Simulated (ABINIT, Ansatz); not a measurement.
# Quasiparticle gap of K2MgH4 (I4/mmm) in ABINIT, part 3 of 3

How does a plane-wave GW calculation on K2MgH4 (I4/mmm) run from the first input to the gap?

ABINIT 10.8.3; LDA and many-body steps on it, plane waves. Known limits of the many-body steps: not at the basis limit.

So far. Step 3 (Bands along the symmetry lines): The gap is 2.994 eV, as in the run before at this level. Step 4 (Empty states on the mesh, 4×4×4 mesh, 293 bands): On this mesh the gap is 2.994 eV.

## (5) Screening, 4×4×4 mesh, 118 bands, screening to 141.5 eV

The RPA dielectric matrix is built and inverted for each q.

This step: RPA screening on LDA, plane waves, norm-conserving pseudopotentials.

Contents of run.abi:

```
acell 3*1.0 Angstrom
rprim 
  -2.018050000000 2.018050000000 6.796050000000
  2.018050000000 -2.018050000000 6.796050000000
  2.018050000000 2.018050000000 -6.796050000000
ntypat 3
znucl 19 12 1
natom 7
typat 1 1 2 3 3 3 3
xred 
  0.351300000000 0.351300000000 0.000000000000
  0.648700000000 0.648700000000 0.000000000000
  0.000000000000 0.000000000000 0.000000000000
  0.147200000000 0.147200000000 0.000000000000
  0.852800000000 0.852800000000 0.000000000000
  0.500000000000 0.000000000000 0.500000000000
  0.000000000000 0.500000000000 0.500000000000
pp_dirpath "pseudos"
pseudos "K.upf, Mg.upf, H.upf"
ecut 38
ngkpt 4 4 4
nshiftk 1
shiftk 0 0 0
kptopt 1
chksymbreak 0
istwfk *1
occopt 1
irdwfk 1
optdriver 3
nband 118
ecuteps 5.2
inclvkb 2
awtr 1
symchi 1
indata_prefix "in"
outdata_prefix "out"
tmpdata_prefix "tmp"
```

On the command line:

```
$ OMP_NUM_THREADS=1 mpirun -n 4 abinit run.abi > log
```

Numbers of over 12 decimals in the logs are rounded to 6 here.

The program printed:

```text
.Version 10.8.3 of ABINIT. v10.8.2 released Aug 2026.

 Symmetries : space group I4/m m m (#139); Bravais tI (body-center tetrag.)
[... echo of the input left out ...]
== DATASET  1 ==================================================================
-   mpi_nproc: 4, omp_nthreads: 1 (-1 if OMP is not activated)

--- !DatasetInfo
iteration_state: {dtset: 1, }
dimensions: {natom: 7, nkpt: 13, mband: 118, nsppol: 1, nspinor: 1, nspden: 1, mpw: 8435, }
cutoff_energies: {ecut:  38.0, pawecutdg:  -1.0, }
electrons: {nelect:   3.20000000E+01, charge:   0.00000000E+00, occopt:   1.00000000E+00, tsmear:   1.00000000E-02, }

 SCREENING: Calculation of the susceptibility and dielectric matrices

 Based on a program developped by R.W. Godby, V. Olevano, G. Onida, and L. Reining.
 Incorporated in ABINIT by V. Olevano, G.-M. Rignanese, and M. Torrent.
.Using double precision arithmetic ; gwpc =  8

[... cell and pseudopotentials left out ...]
--------------------------------------------------------------------------------

 ==== K-mesh for the wavefunctions ====
 Number of points in the irreducible wedge :    13
[... list of points left out ...]
 Together with 16 symmetry operations and time-reversal symmetry
 yields    64 points in the full Brillouin Zone.

 ==== Q-mesh for the screening function ====
 Number of points in the irreducible wedge :    13
[... list of points left out ...]
 Together with 16 symmetry operations and time-reversal symmetry
 yields    64 points in the full Brillouin Zone.

 setmesh: FFT mesh size selected  =    72x   72x   72
          total number of points  =       373248

 vcoul_init : cutoff-mode = AUXILIARY_FUNCTION
 q-points for optical limit:   1
     1)      0.000010    0.000020    0.000030

- screening: taking advantage of time-reversal symmetry
- Maximum band index for partially occupied states nbvw = 16
- Remaining bands to be divided among processors   nbcw = 102
- Number of bands treated by each node ~25

 Number of electrons calculated from density =   32.0000; Expected =   32.0000
 average of density, n =  0.042832
 r_s =    1.7730
 omega_plasma =   19.9637 [eV]

 calculating chi0 at frequencies [eV] :
  1    0.000000E+00    0.000000E+00
  2    0.000000E+00    1.996375E+01

--------------------------------------------------------------------------------
  q-point number  1        q = ( 0.000000, 0.000000, 0.000000) [r.l.u.]
--------------------------------------------------------------------------------
[... chi0 elements left out ...]
 For q-point:  0.000010 0.000020 0.000030
  dielectric constant =   3.2092
  dielectric constant without local fields =   3.6124

  Average fulfillment of the sum rule on Im[epsilon] for q-point    1 :     57.73  [%]
[... wings left out ...]
  q-point number  2        q = ( 0.250000, 0.000000, 0.000000) [r.l.u.]
--------------------------------------------------------------------------------
[... chi0 elements left out ...]
  Average fulfillment of the sum rule on Im[epsilon] for q-point    2 :     63.26  [%]

 [... 11 further q-points ...]
```

Wall time 21 min (4 MPI ranks of Arm Neoverse V1, shared host); peak memory 14 GiB.

This step gave:

```yaml
eps_infinity_with_local_fields_on_this_mesh_along_the_program_s_q_direction: 3.209
the_same_without_local_fields: 3.612
plasma_frequency: 19.96 eV
plane_waves_in_the_screening_matrix: 409
```

Local fields lower ε∞ by 11 %.

## (6) Self-energy, 4×4×4 mesh, 118 bands, screening to 141.5 eV

The self-energy is evaluated for the states that the input lists, and the levels follow from it, in one-shot runs by the linearised quasiparticle equation.

This step: G0W0 on LDA, plane waves, norm-conserving pseudopotentials.

run.abi: that of step 5 with these lines changed.

```diff
@@ -28,8 +28,19 @@
 irdwfk 1
-optdriver 3
+optdriver 4
 nband 118
+gwcalctyp 0
+ecutsigx 38
+symsigma 1
+nkptgw 3
+kptgw 
+  0.0000000000 0.0000000000 0.0000000000
+  -0.2500000000 0.2500000000 0.0000000000
+  -0.2500000000 0.2500000000 0.2500000000
+bdgw 
+  15 18
+  15 18
+  15 18
 ecuteps 5.2
-inclvkb 2
-awtr 1
-symchi 1
+irdscr 1
+ppmodel 1
 indata_prefix "in"
```

The program printed:

```text
.Version 10.8.3 of ABINIT. v10.8.2 released Aug 2026.

 Symmetries : space group I4/m m m (#139); Bravais tI (body-center tetrag.)
[... echo of the input left out ...]
== DATASET  1 ==================================================================
-   mpi_nproc: 4, omp_nthreads: 1 (-1 if OMP is not activated)

--- !DatasetInfo
iteration_state: {dtset: 1, }
dimensions: {natom: 7, nkpt: 13, mband: 118, nsppol: 1, nspinor: 1, nspden: 1, mpw: 8435, }
cutoff_energies: {ecut:  38.0, pawecutdg:  -1.0, }
electrons: {nelect:   3.20000000E+01, charge:   0.00000000E+00, occopt:   1.00000000E+00, tsmear:   1.00000000E-02, }

 SIGMA: Calculation of the GW corrections

 Based on a program developped by R.W. Godby, V. Olevano, G. Onida, and L. Reining.
 Incorporated in ABINIT by V. Olevano, G.-M. Rignanese, and M. Torrent.
.Using double precision arithmetic ; gwpc =  8

[... cell and pseudopotentials left out ...]
--------------------------------------------------------------------------------

 ==== K-mesh for the wavefunctions ====
 Number of points in the irreducible wedge :    13
[... list of points left out ...]
 Together with 16 symmetry operations and time-reversal symmetry
 yields    64 points in the full Brillouin Zone.

 ==== Q-mesh for screening function ====
 Number of points in the irreducible wedge :    13
[... list of points left out ...]
 Together with 16 symmetry operations and time-reversal symmetry
 yields    64 points in the full Brillouin Zone.

 vcoul_init : cutoff-mode = AUXILIARY_FUNCTION
 q-points for optical limit:   1
     1)      0.000010    0.000020    0.000030
 setmesh: FFT mesh size selected  =    45x   45x   45
          total number of points  =        91125

 Number of electrons calculated from density =   32.0000; Expected =   32.0000
 average of density, n =  0.042832
 r_s =    1.7730
 omega_plasma =   19.9637 [eV]

 === KS Band Gaps ===
  >>>> For spin  1
   Minimum direct gap =   3.3747 [eV], located at k-point      :  -0.2500  0.2500  0.2500
   Fundamental gap    =   2.9938 [eV], Top of valence bands at :   0.0000  0.0000  0.0000
                                       Bottom of conduction at :  -0.2500  0.2500  0.0000
 SIGMA fundamental parameters:
 PLASMON POLE MODEL  1
 number of plane-waves for SigmaX                 8435
 number of plane-waves for SigmaC and W            409
 number of plane-waves for wavefunctions          8435
 number of bands                                   118
 number of independent spin polarizations            1
 number of spinorial components                      1
 number of k-points in IBZ                          13
 number of q-points in IBZ                          13
 number of symmetry operations                      16
 number of k-points in BZ                           64
 number of q-points in BZ                           64
 number of frequencies for dSigma/dE                 9
 frequency step for dSigma/dE [eV]                0.25
 number of omega for Sigma on real axis              0
 max omega for Sigma on real axis  [eV]           0.00
 zcut for avoiding poles [eV]                     0.10

 EPSILON^-1 parameters (SCR file):
 dimension of the eps^-1 matrix on file            409
 dimension of the eps^-1 matrix used               409
 number of plane-waves for wavefunctions          8435
 number of bands                                   118
 number of q-points in IBZ                          13
 number of frequencies                               2
 number of real frequencies                          1
 number of imag frequencies                          1

 matrix elements of self-energy operator (all in [eV])

 Perturbative Calculation

--- !SelfEnergy_ee
iteration_state: {dtset: 1, }
kpoint     : [   0.000,    0.000,    0.000, ]
spin       : 1
KS_gap     :    4.835
QP_gap     :    7.013
Delta_QP_KS:    2.178
data: !SigmaeeData |
     Band     E0 <VxcDFT>   SigX SigC(E0)      Z dSigC/dE  Sig(E)    E-E0       E
       15   0.565 -10.032 -13.415   1.679   0.789  -0.267 -11.377  -1.345  -0.780
       16   1.444 -10.792 -13.960   1.696   0.783  -0.277 -11.944  -1.152   0.292
       17   6.279  -8.690  -4.211  -3.227   0.820  -0.219  -7.663   1.027   7.305
       18   6.498  -8.662  -3.412  -3.377   0.826  -0.210  -7.114   1.548   8.045

--- !SelfEnergy_ee
iteration_state: {dtset: 1, }
kpoint     : [  -0.250,    0.250,    0.000, ]
spin       : 1
KS_gap     :    3.675
QP_gap     :    6.116
Delta_QP_KS:    2.441
data: !SigmaeeData |
     Band     E0 <VxcDFT>   SigX SigC(E0)      Z dSigC/dE  Sig(E)    E-E0       E
       15   0.337 -10.646 -14.171   1.979   0.777  -0.287 -11.846  -1.200  -0.863
       16   0.763 -10.370 -13.793   1.713   0.787  -0.270 -11.717  -1.346  -0.584
       17   4.438  -8.409  -4.050  -3.040   0.830  -0.205  -7.314   1.095   5.533
       18   6.175  -8.132  -3.346  -3.334   0.826  -0.210  -6.932   1.200   7.375

--- !SelfEnergy_ee
iteration_state: {dtset: 1, }
kpoint     : [  -0.250,    0.250,    0.250, ]
spin       : 1
KS_gap     :    3.375
QP_gap     :    5.773
Delta_QP_KS:    2.398
data: !SigmaeeData |
     Band     E0 <VxcDFT>   SigX SigC(E0)      Z dSigC/dE  Sig(E)    E-E0       E
       15   0.184 -10.462 -14.196   1.872   0.785  -0.275 -11.923  -1.462  -1.277
       16   1.258 -10.406 -13.600   1.555   0.790  -0.265 -11.701  -1.295  -0.038
       17   4.632  -7.889  -3.473  -3.092   0.833  -0.200  -6.786   1.103   5.735
       18   5.705  -8.311  -3.891  -3.148   0.825  -0.213  -7.262   1.049   6.754

== END DATASET(S) ==============================================================
================================================================================

 -outvars: echo values of variables after computation  --------
           etotal      0.0000000000E+00
            nband         118
             nkpt          13
          spgroup         139
 [... the other variables as echoed above ...]

 Calculation completed.
```

Wall time 1.7 min (4 MPI ranks); peak memory 11 GiB; 6.9 min of CPU time.

This step gave:

```yaml
g0w0_gap_on_the_points_computed: 5.241 eV
starting_gap_on_the_mesh: 2.994 eV
k_of_the_valence_top: 0, 0, 0
k_of_the_conduction_bottom: -0.25, 0.25, 0
z_at_the_valence_top: 0.783
z_at_the_conduction_bottom: 0.83
least_direct_g0w0_gap_on_the_computed_points: 5.773 eV
```

The gap on the mesh goes from 2.99 eV to 5.24 eV, a correction of +2.25 eV.

Limits: finite bands, cutoff and mesh. v1 is the top filled band, c1 the lowest empty one. Levels before and after the correction, in eV, zero at the valence-band top of each column:

```
           conduction bottom  valence top
Kohn-Sham               2.99         0.00
     G0W0               5.24         0.00
```

```
                       level  energy (eV)
Kohn-Sham               Γ v2       -0.879
Kohn-Sham               Γ v1        0.000
Kohn-Sham               Γ c1        4.835
Kohn-Sham               Γ c2        5.054
Kohn-Sham  (-0.25 0.25 0) v2       -1.106
Kohn-Sham  (-0.25 0.25 0) v1       -0.681
Kohn-Sham  (-0.25 0.25 0) c1        2.994
Kohn-Sham  (-0.25 0.25 0) c2        4.731
     G0W0               Γ v2       -1.072
     G0W0               Γ v1        0.000
     G0W0               Γ c1        7.013
     G0W0               Γ c2        7.753
     G0W0  (-0.25 0.25 0) v2       -1.155
     G0W0  (-0.25 0.25 0) v1       -0.876
     G0W0  (-0.25 0.25 0) c1        5.241
     G0W0  (-0.25 0.25 0) c2        7.083
```

## (7) Where the time went

Times are wall times on 4 MPI ranks of Arm Neoverse V1, shared host, good to a factor of about two.

```
                          step     time  share  memory (GiB)
                  ground state  4.7 min   12 %          0.94
bands along the symmetry lines     84 s    3 %          0.56
      empty states on the mesh   11 min   28 %          0.95
                     screening   21 min   53 %            14
                   self-energy  1.7 min    4 %            11
```

## (8) Outcome

| Property | Result |
| --- | --- |
| LDA gap | 2.99 eV, indirect |
| G0W0 gap on the mesh | 5.24 eV |
| GW settings | 4×4×4 mesh, 118 bands, screening to 141.5 eV, Godby-Needs plasmon pole |
| known limits | not at the basis limit |

G0W0 moves the gap on the mesh from 2.99 eV to 5.24 eV (+2.25 eV), with Z of 0.78 and 0.83 at the edges. Local fields lower the RPA ε∞ on this mesh from 3.61 to 3.21. Only 3 of the mesh's irreducible points were corrected, so a valley elsewhere could overtake. The dearest step here is «screening». Bands and cutoff are finite, so the gap is not at the basis limit. The miss can reach some tenths of an eV and take either sign; the mesh is an error of its own. In the G0W0 run levels were corrected at 3 k points alone, so a gap called «on the mesh» is the least over those, and an edge elsewhere would be missed.

[Paths, hosts, dates, memory and timing lines, banners, echoed tables and standing remarks are left out of the program output.]

[Logs are printed without paths, hosts, clocks, repeated set-up lines and the standing remarks that a program may print on its own settings, such as how far it seeks lower states.]

[Runs of the session that timed out or met a known fault of the program may be left out.]

[Hosts, paths, dates, database ids (printed as entryN), source tags and the programs' standing remarks are cut or masked in the printed files.]

[G0W0 gaps are taken among the corrected bands and points alone; a level outside them can change the order at an edge.]

[Where Ansatz stands beside ABINIT at settings called matched, ABINIT's density can come from a denser mesh and the files from another edition; pairs whose starting gaps differed by over 0.03 eV were left out, so agreement reads better than it is.]
